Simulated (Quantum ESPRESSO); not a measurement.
# GaN (F-43m): from Born charge to LO-TO splitting

Wanted: the LO mode of GaN (F-43m) from the TO mode and the field response.

Calculated with Quantum ESPRESSO 7.5; DFT LDA, scalar-relativistic, plane waves, PseudoDojo norm-conserving pseudopotentials.

## 1. The relaxed structure

It takes space group F-43m (No. 216, cubic). Conventional cell: a = 4.453 Å, b = 4.453 Å, c = 4.453 Å, α = 90.00°, β = 90.00°, γ = 90.00°. Nearest to Ga lie 4 N at 1.93 Å. Nearest to N lie 4 Ga at 1.93 Å. Farther neighbours and most contacts between anions are not listed.

As a file:

```cif
data_structure
_symmetry_space_group_name_H-M 'P 1'
_symmetry_Int_Tables_number 1
_cell_length_a 3.1487
_cell_length_b 3.1487
_cell_length_c 3.1487
_cell_angle_alpha 60.000
_cell_angle_beta 60.000
_cell_angle_gamma 60.000
_cell_volume 22.07
loop_
_atom_site_label
_atom_site_type_symbol
_atom_site_fract_x
_atom_site_fract_y
_atom_site_fract_z
_atom_site_occupancy
Ga1 Ga 0.00000 0.00000 0.00000 1
N2 N 0.75000 0.75000 0.75000 1
```

This is the cell after its relaxation at this level of theory, not the database cell from which that began.

## 2. What the response run gave

A linear-response run on the relaxed cell, with the response to an electric field; only its zone-centre results are used. Cutoff 84 Ry, k mesh 12×12×12.

The log of the run:

```text
[banners, grids, parts of the stress and lines that vanish by symmetry left out]
Program PHONON v.7.5
     Reading xml data from directory:

[...]
Exchange-correlation= PW
                           (   1   4   0   0   0   0   0)
[...]
kinetic-energy cut-off    =      84.0000  Ry
     charge density cut-off    =     336.0000  Ry
     convergence threshold     =      1.0E-18
[...]
Exchange-correlation= PW
                           (   1   4   0   0   0   0   0)
[...]
q = (   0.0000000   0.0000000   0.0000000 )
     25 Sym.Ops. (with q -> -q+G )
     G cutoff =  301.3298  (  15473 G-vectors)     FFT grid: ( 36, 36, 36)
     number of k points=    72
[...]
Mode symmetry, T_d (-43m)  point group:
[...]
Dielectric constant
[...]
End of electric fields calculation
          Dielectric constant in cartesian axis
          (       5.764477819      -0.000000000      -0.000000000 )
          (      -0.000000000       5.764477819       0.000000000 )
          (      -0.000000000       0.000000000       5.764477819 )
          Effective charges (d Force / dE) in cartesian axis without acoustic sum rule applied (asr)
           atom    1  Ga    Mean Z*:        2.64536
      Ex  (        2.64536        0.00000        0.00000 )
      Ey  (        0.00000        2.64536       -0.00000 )
      Ez  (        0.00000       -0.00000        2.64536 )
           atom    2  N     Mean Z*:       -2.64582
      Ex  (       -2.64582        0.00000        0.00000 )
      Ey  (        0.00000       -2.64582        0.00000 )
      Ez  (        0.00000        0.00000       -2.64582 )
          Effective charges Sum: Mean:       -0.00046
[...]
Effective charges (d Force / dE) in cartesian axis with asr applied:
           atom    1  Ga    Mean Z*:        2.64559
[...]
atom    2  N     Mean Z*:       -2.64559
[...]
Representation #   1 modes #   1   2   3
[...]
End of self-consistent calculation
     Convergence has been achieved
     Representation #   2 modes #   4   5   6
[...]
End of self-consistent calculation
     Convergence has been achieved
[...]
Dielectric constant in cartesian axis
          (       5.764477819      -0.000000000      -0.000000000 )
          (      -0.000000000       5.764477819       0.000000000 )
          (      -0.000000000       0.000000000       5.764477819 )
          Effective charges (d Force / dE) in cartesian axis without acoustic sum rule applied (asr)
           atom    1  Ga    Mean Z*:        2.64536
      Ex  (        2.64536        0.00000        0.00000 )
      Ey  (        0.00000        2.64536       -0.00000 )
      Ez  (        0.00000       -0.00000        2.64536 )
           atom    2  N     Mean Z*:       -2.64582
      Ex  (       -2.64582        0.00000        0.00000 )
      Ey  (        0.00000       -2.64582        0.00000 )
      Ez  (        0.00000        0.00000       -2.64582 )
          Effective charges Sum: Mean:       -0.00046
[...]
Effective charges (d Force / dE) in cartesian axis with asr applied:
           atom    1  Ga    Mean Z*:        2.64559
[...]
atom    2  N     Mean Z*:       -2.64559
[...]
q = (    0.000000000   0.000000000   0.000000000 )
[...]
freq (    1) =      -0.109026 [THz] =      -3.636722 [cm-1]
     freq (    2) =      -0.109026 [THz] =      -3.636722 [cm-1]
     freq (    3) =      -0.109026 [THz] =      -3.636722 [cm-1]
     freq (    4) =      16.604510 [THz] =     553.866834 [cm-1]
     freq (    5) =      16.604510 [THz] =     553.866834 [cm-1]
     freq (    6) =      16.604510 [THz] =     553.866834 [cm-1]
[...]
Mode symmetry, T_d (-43m)  point group:
     freq (   1-   3) =         -3.6  [cm-1]   --> T_2  G_15 P_4   I+R
     freq (   4-   6) =        553.9  [cm-1]   --> T_2  G_15 P_4   I+R

   JOB DONE.
```

```
                       quantity   value
             cell volume Ω (Å³)  22.074
                 mass of Ga (u)  69.723
                  mass of N (u)  14.007
     Born charge of Ga, raw (e)   2.645
      Born charge of N, raw (e)  -2.646
                             ε∞   5.764
ω(TO) after the sum rule (cm⁻¹)   553.9
```

## 3. The calculation

The charges must sum to zero over the cell; taking off their mean, 0.000 e, leaves Z* = 2.646 e on Ga. In the polar mode Ga moves against N, so the reduced mass is μ = 69.72 × 14.01 / 83.73 = 11.664 u.

A longitudinal wave builds up a field that adds to the restoring force: ω(LO)² = ω(TO)² + 4π Z*² / (μ Ω ε∞), in Hartree atomic units. With μ = 21262 electron masses and Ω = 148.96 bohr³ the second term is 4.8175e-06 Ha², or 232052 cm⁻² (1 Ha = 219474.6 cm⁻¹).

So ω(LO) = √(306761 + 232052) = 734.0 cm⁻¹, and by the Lyddane-Sachs-Teller relation ε₀ = ε∞ (ω(LO)/ω(TO))² = 10.13.

## 4. Check against the program

The analysis program adds the same non-analytic term to the full matrix, here for q along (1 0 0).

The log of the run:

```text
[banner, memory and clock lines left out]
Program DYNMAT v.7.5

     Reading Dynamical Matrix from file g.dyn
     ...Force constants read
     ...epsilon and Z* read

     Polarizability (A^3 units)
     multiply by 0.386375 for Clausius-Mossotti correction
         8.369273   -0.000000   -0.000000
        -0.000000    8.369273    0.000000
        -0.000000    0.000000    8.369273

     IR activities are in (D/A)^2/amu units

# mode   [cm-1]    [THz]      IR
    1     -0.00   -0.0000    0.0000
    2     -0.00   -0.0000    0.0000
    3      0.00    0.0000    0.0000
    4    553.86   16.6044   13.8444
    5    553.86   16.6044   13.8444
    6    734.04   22.0060   13.8444
```

ε₀ comes from the program's run without a direction of q.

```
    quantity  by hand  program
ω(LO) (cm⁻¹)    734.0    734.0
          ε₀    10.13    10.12
```

## 5. Summary of results

| Property | Result |
| --- | --- |
| TO mode | 553.9 cm⁻¹ |
| LO mode | 734.0 cm⁻¹ |
| static dielectric constant | 10.12 |

In words: The LO mode of GaN (F-43m) lies at 734 cm⁻¹, 180 cm⁻¹ above the TO mode; the formula meets the program within 0.1 cm⁻¹, as it must for a cubic crystal with one polar mode. ω(LO)² − ω(TO)² goes with Z*²/ε∞: an error of 5 % in ε∞ would move the LO mode by 7.6 cm⁻¹, and semilocal functionals tend to overestimate ε∞. These are harmonic values at zero temperature, at the volume of this functional, for the structure held cubic; stability elsewhere in the zone is no part of this calculation.

[Host names and launcher messages were left out of these logs when they were recorded.]

[Logs are printed without paths, hosts, clocks, repeated set-up lines and the standing remarks that a program may print on its own settings, such as how far it seeks lower states.]

[Hosts, paths, dates, database ids (printed as entryN), source tags and the programs' standing remarks are cut or masked in the printed files.]
